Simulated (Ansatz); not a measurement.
# Changed inputs in constrained RPA: TiBr2 (P-3m1), part 2 of 2

Wanted: the sensitivity and cost of U and J for TiBr2 (P-3m1).

Ansatz 0.2.0; constrained RPA on LDA, plane waves, PAW.

So far. Step 5 (Changed: 3×3×2 mesh): On the Ti t2g shell, screening brings the on-site interaction from 14.0 eV down to U = 3.41 eV. Step 7 (Changed: smooth pair densities): On the Ti t2g shell, screening brings the on-site interaction from 13.9 eV down to U = 3.32 eV.

The database entry behind the starting cell has ideal inner coordinates that were not refined, so it need not match the best structure at ambient conditions.

### 8. Changed: one k-point

Input file input.yaml:

```yaml
crystal:
  lattice:
    - [2.56609051, 0.0, -2.56609051]
    - [-2.56609051, 2.56609051, 0.0]
    - [3.74815795, 3.74815795, 3.74815795]
  atoms:
    - { symbol: Ti, position: [0.0, 0.0, 0.0] }
    - { symbol: Br, position: [0.3333333333, 0.6666666667, 0.25] }
    - { symbol: Br, position: [0.6666666667, 0.3333333333, 0.75] }
kpoints:
  mp_grid: { grid: [12, 12, 4] }
hamiltonian:
  xc: lda
scf:
  occupations: { method: gaussian, width: 0.08 }
  n_extra_bands: 19
  max_iter: 150
output:
  crpa:
    kmesh: [1, 1, 1]
    target_bands: [v1, c2]
    projections: [{ species: Ti, l: d, shell: 3, orbitals: [dxz, dyz, dxy] }]
```

Launch:

```bash
ansatz run input.yaml --threads 4 --pin off --max-ram 9216MiB --backend cpu --events-out ev --progress --plain --runs-dir out
```

Numbers of over 12 decimals in the logs are rounded to 6 here.

What it wrote:

```text
[...]
Crystal: 3 atoms, lattice volume = 74.043 Å³
Basis set: ecut = 420 eV, 1449 PW (Γ)
Bands: 32, of which v1, the nominal top of the filled ones, is band 13 counted from 1 (12 counted from 0)
Symmetry: 12 space group operations
[...]
k-points: 69 of 576
[...]
k-point 68: bands = [... 9 lower, 2.2506, 2.9900, 2.9900, 8.0604, 8.0604, 8.2347, 9.4879, 9.4879, ... 15 higher]
[...]
χ-basis size per q: N_G = 259..259
[...]
Site 0, 3D, 3 of 5 d orbitals (Wannier functions 1, 2, 3; wannier90's mr 2, 3, 5):
      screened: U = 2.5135 eV, U' = 1.6651 eV, J = 0.3823 eV
      screened, to within: U = 6.1e-3 eV, U' = 6.1e-3 eV, J = 6.9e-4 eV
      bare: V = 15.6324 eV, V' = 14.5501 eV, J = 0.5211 eV
[...]
[key lines of the parts left out:]
SCF converged after 7 iterations
Free energy (F): -7841.175740 eV
Fermi energy:    7.711824 eV
```

Wall time 3.1 s (4 threads of Arm Neoverse V1, shared host); peak memory 0.46 GiB; 11 s of CPU time.

The run ended normally, though the input holds a fault or crude settings.

The fault put into this input: one k-point. It printed U = 2.51 eV, which is no property of the model meant.

### 9. Changed: volume -3 %

The cell differs from the one that the last finished run ended in (a 3.629 → 3.592 Å, b 3.629 → 3.592 Å, c 6.492 → 6.426 Å).

input.yaml: that of step 8 with these lines changed.

```diff
@@ -2,5 +2,5 @@
   lattice:
-    - [2.56609051, 0.0, -2.56609051]
-    - [-2.56609051, 2.56609051, 0.0]
-    - [3.74815795, 3.74815795, 3.74815795]
+    - [2.5401686316, 0.0, -2.5401686316]
+    - [-2.5401686316, 2.5401686316, 0.0]
+    - [3.71029518, 3.71029518, 3.71029518]
   atoms:
@@ -19,4 +19,9 @@
   crpa:
-    kmesh: [1, 1, 1]
+    kmesh: [6, 6, 4]
     target_bands: [v1, c2]
     projections: [{ species: Ti, l: d, shell: 3, orbitals: [dxz, dyz, dxy] }]
+  local_orbitals:
+    kmesh: [6, 6, 4]
+    orbitals: [{ species: Ti, l: d, shell: 3, orbitals: [dxz, dyz, dxy] }]
+    window: { bands: [v1, c2] }
+    seedname: lo
```

What it wrote:

```text
[...]
Crystal: 3 atoms, lattice volume = 71.822 Å³
Basis set: ecut = 420 eV, 1377 PW (Γ)
Bands: 32, of which v1, the nominal top of the filled ones, is band 13 counted from 1 (12 counted from 0)
Symmetry: 12 space group operations
[...]
k-points: 69 of 576
[...]
k-point 68: bands = [... 9 lower, 2.5268, 3.2978, 3.2978, 8.4543, 8.4543, 8.6384, 9.9634, 9.9634, ... 15 higher]
[...]
χ-basis size per q: N_G = 246..276
[...]
Site 0, 3D, 3 of 5 d orbitals (Wannier functions 1, 2, 3; wannier90's mr 2, 3, 5):
      screened: U = 3.2641 eV, U' = 2.5269 eV, J = 0.3532 eV
      screened, to within: U = 6.9e-3 eV, U' = 6.9e-3 eV, J = 6.7e-4 eV
      bare: V = 13.7765 eV, V' = 12.7969 eV, J = 0.4761 eV
[...]
[key lines of the parts left out:]
SCF converged after 7 iterations
Free energy (F): -7841.253081 eV
Fermi energy:    8.091883 eV
```

Run time: 2.7 min. Hardware: 4 threads; peak memory 0.59 GiB; 10 min of CPU time.

This step gave:

```yaml
u: 3.264 eV
u_prime_inter_orbital: 2.527 eV
j: 0.3532 eV
bare_v: 13.78 eV
bare_j: 0.4761 eV
stated_bound_on_u: 0.006868 eV
u_over_bare_v: 0.2369
electrons_in_the_window: 2.000
head_of_the_constrained_inverse_dielectric_matrix: 0.2217
least_eigenvalue_of_the_projection_s_overlap: 0.7409
target_functions: 3
bands_in_the_sums: 30
r_m_s_miss_of_the_model_bands: 0.006930 eV
width_of_the_target_bands: 2.122 eV
weight_of_the_projected_orbitals_in_the_window: 0.9137
```

On the Ti t2g shell, screening brings the on-site interaction from 13.8 eV down to U = 3.26 eV.

### 10. Changed: potentials

This step: constrained RPA on LDA, plane waves, norm-conserving pseudopotentials.

Input file input.yaml:

```yaml
crystal:
  lattice:
    - [2.56609051, 0.0, -2.56609051]
    - [-2.56609051, 2.56609051, 0.0]
    - [3.74815795, 3.74815795, 3.74815795]
  atoms:
    - { symbol: Ti, position: [0.0, 0.0, 0.0] }
    - { symbol: Br, position: [0.3333333333, 0.6666666667, 0.25] }
    - { symbol: Br, position: [0.6666666667, 0.3333333333, 0.75] }
kpoints:
  mp_grid: { grid: [12, 12, 4] }
hamiltonian:
  xc: lda
  pseudopotentials: { kind: nc }
scf:
  occupations: { method: gaussian, width: 0.08 }
  n_extra_bands: 19
  max_iter: 150
output:
  crpa:
    kmesh: [6, 6, 4]
    target_bands: [v1, c2]
    projections: [{ species: Ti, l: d, shell: 3, orbitals: [dxz, dyz, dxy] }]
```

What it wrote:

```text
[...]
Crystal: 3 atoms, lattice volume = 74.043 Å³
Basis set: ecut = 1142.878222 eV, 6425 PW (Γ)
Bands: 32, of which v1, the nominal top of the filled ones, is band 13 counted from 1 (12 counted from 0)
Symmetry: 12 space group operations
[...]
k-points: 69 of 576
[...]
k-point 68: bands = [... 9 lower, 2.2696, 3.0071, 3.0071, 8.0844, 8.0844, 8.2599, 9.5093, 9.5093, ... 15 higher]
[...]
χ-basis size per q: N_G = 252..276
[...]
Site 0, 3D, 3 of 5 d orbitals (Wannier functions 1, 2, 3; wannier90's mr 2, 3, 5):
      screened: U = 3.3019 eV, U' = 2.5568 eV, J = 0.3564 eV
      screened, to within: U = 7.2e-3 eV, U' = 7.2e-3 eV, J = 7.4e-4 eV
      bare: V = 13.9018 eV, V' = 12.9117 eV, J = 0.4819 eV
[...]
[key lines of the parts left out:]
SCF converged after 10 iterations
Free energy (F): -2477.001768 eV
Fermi energy:    7.736049 eV
```

Wall time 7.6 min (4 threads); peak memory 1.4 GiB; 30 min of CPU time.

Numbers from this step:

| Quantity | Value |
| --- | --- |
| U | 3.302 eV |
| U prime (inter-orbital) | 2.557 eV |
| J | 0.3564 eV |
| bare V | 13.90 eV |
| bare J | 0.4819 eV |
| stated bound on U | 0.007123 eV |
| U over bare V | 0.2375 |
| electrons in the window | 2.000 |
| head of the constrained inverse dielectric matrix | 0.2249 |
| least eigenvalue of the projection's overlap | 0.7519 |
| target functions | 3 |
| bands in the sums | 30 |
| width of the target bands | 2.006 eV |
| weight of the projected orbitals in the window | 0.9191 |

On the Ti t2g shell, screening brings the on-site interaction from 13.9 eV down to U = 3.30 eV.

### 11. Changed: volume +3 %

This step: constrained RPA on LDA, plane waves, PAW.

The cell differs from the one that the last finished run ended in (a 3.629 → 3.665 Å, b 3.629 → 3.665 Å, c 6.492 → 6.556 Å).

input.yaml: that of step 10 with these lines changed.

```diff
@@ -2,5 +2,5 @@
   lattice:
-    - [2.56609051, 0.0, -2.56609051]
-    - [-2.56609051, 2.56609051, 0.0]
-    - [3.74815795, 3.74815795, 3.74815795]
+    - [2.5914989992, 0.0, -2.5914989992]
+    - [-2.5914989992, 2.5914989992, 0.0]
+    - [3.7852708384, 3.7852708384, 3.7852708384]
   atoms:
@@ -13,3 +13,2 @@
   xc: lda
-  pseudopotentials: { kind: nc }
 scf:
@@ -23 +22,6 @@
     projections: [{ species: Ti, l: d, shell: 3, orbitals: [dxz, dyz, dxy] }]
+  local_orbitals:
+    kmesh: [6, 6, 4]
+    orbitals: [{ species: Ti, l: d, shell: 3, orbitals: [dxz, dyz, dxy] }]
+    window: { bands: [v1, c2] }
+    seedname: lo
```

What it wrote:

```text
[...]
Crystal: 3 atoms, lattice volume = 76.264 Å³
Basis set: ecut = 420 eV, 1509 PW (Γ)
Bands: 32, of which v1, the nominal top of the filled ones, is band 13 counted from 1 (12 counted from 0)
Symmetry: 12 space group operations
[...]
k-points: 69 of 576
[...]
k-point 68: bands = [... 9 lower, 1.9912, 2.7007, 2.7007, 7.6859, 7.6859, 7.8515, 9.0375, 9.0375, ... 15 higher]
[...]
χ-basis size per q: N_G = 260..288
[...]
Site 0, 3D, 3 of 5 d orbitals (Wannier functions 1, 2, 3; wannier90's mr 2, 3, 5):
      screened: U = 3.3465 eV, U' = 2.5898 eV, J = 0.3619 eV
      screened, to within: U = 7.4e-3 eV, U' = 7.4e-3 eV, J = 7.1e-4 eV
      bare: V = 14.0333 eV, V' = 13.0316 eV, J = 0.4886 eV
[...]
[key lines of the parts left out:]
SCF converged after 7 iterations
Free energy (F): -7841.081160 eV
Fermi energy:    7.350986 eV
```

Run time: 2.9 min. Hardware: 4 threads; peak memory 0.6 GiB; 11 min of CPU time.

This step gave:

```yaml
u: 3.347 eV
u_prime_inter_orbital: 2.590 eV
j: 0.3619 eV
bare_v: 14.03 eV
bare_j: 0.4886 eV
stated_bound_on_u: 0.007314 eV
u_over_bare_v: 0.2385
electrons_in_the_window: 2.000
head_of_the_constrained_inverse_dielectric_matrix: 0.2280
least_eigenvalue_of_the_projection_s_overlap: 0.7624
target_functions: 3
bands_in_the_sums: 30
r_m_s_miss_of_the_model_bands: 0.005644 eV
width_of_the_target_bands: 1.898 eV
weight_of_the_projected_orbitals_in_the_window: 0.9222
```

On the Ti t2g shell, screening brings the on-site interaction from 14.0 eV down to U = 3.35 eV.

### 12. Side by side

Times are wall times on 4 threads of Arm Neoverse V1, shared host, good to a factor of about two.

```
                  run  bare V (eV)  U (eV)  J (eV)  bound on U (eV)  width (eV)     time
        target window        13.91   3.307   0.358           0.0071        2.01  2.9 min
           6×6×2 mesh        13.90   3.295   0.357           0.0071        2.01     55 s
           9×9×4 mesh        13.89   3.291   0.357           0.0071        2.01   11 min
           3×3×2 mesh        13.96   3.412   0.357           0.0072        2.01     10 s
smooth pair densities        13.91   3.318   0.364           0.0085        2.01  2.8 min
          volume -3 %        13.78   3.264   0.353           0.0069        2.12  2.7 min
           potentials        13.90   3.302   0.356           0.0071        2.01  7.6 min
          volume +3 %        14.03   3.347   0.362           0.0073        1.90  2.9 min
```

### 13. Summary of results

| Property | Result |
| --- | --- |
| target window | U 3.31 eV, J 0.36 eV |
| 6×6×2 mesh | U 3.29 eV, J 0.36 eV |
| 9×9×4 mesh | U 3.29 eV, J 0.36 eV |
| 3×3×2 mesh | U 3.41 eV, J 0.36 eV |
| smooth pair densities | U 3.32 eV, J 0.36 eV |
| volume -3 % | U 3.26 eV, J 0.35 eV |
| potentials | U 3.30 eV, J 0.36 eV |
| volume +3 % | U 3.35 eV, J 0.36 eV |

What this shows: 6×6×2 mesh moves U by −0.01 eV (within the solver's bounds, for the mean over orbitals) at 0.32 times the time. 9×9×4 mesh moves U by −0.02 eV at 3.8 times the time. 3×3×2 mesh moves U by +0.11 eV at 0.058 times the time. Smooth pair densities moves U by +0.01 eV (within the solver's bounds, for the mean over orbitals). Volume -3 % moves U by −0.04 eV. Potentials moves U by −0.005 eV (within the solver's bounds, for the mean over orbitals) at 2.6 times the time. Volume +3 % moves U by +0.04 eV. The printed bound covers the solver alone, not the mesh. The parent state is non-magnetic and the interaction static (zero frequency); U depends on the window and the orbitals, so it belongs to this model alone.

[Paths, hosts, dates, memory and timing lines, banners, echoed tables and standing remarks are left out of the program output.]

[Logs are printed without paths, hosts, clocks, repeated set-up lines and the standing remarks that a program may print on its own settings, such as how far it seeks lower states.]

[Runs of the session that timed out or met a known fault of the program may be left out.]

[Hosts, paths, dates, database ids (printed as entryN), source tags and the programs' standing remarks are cut or masked in the printed files.]
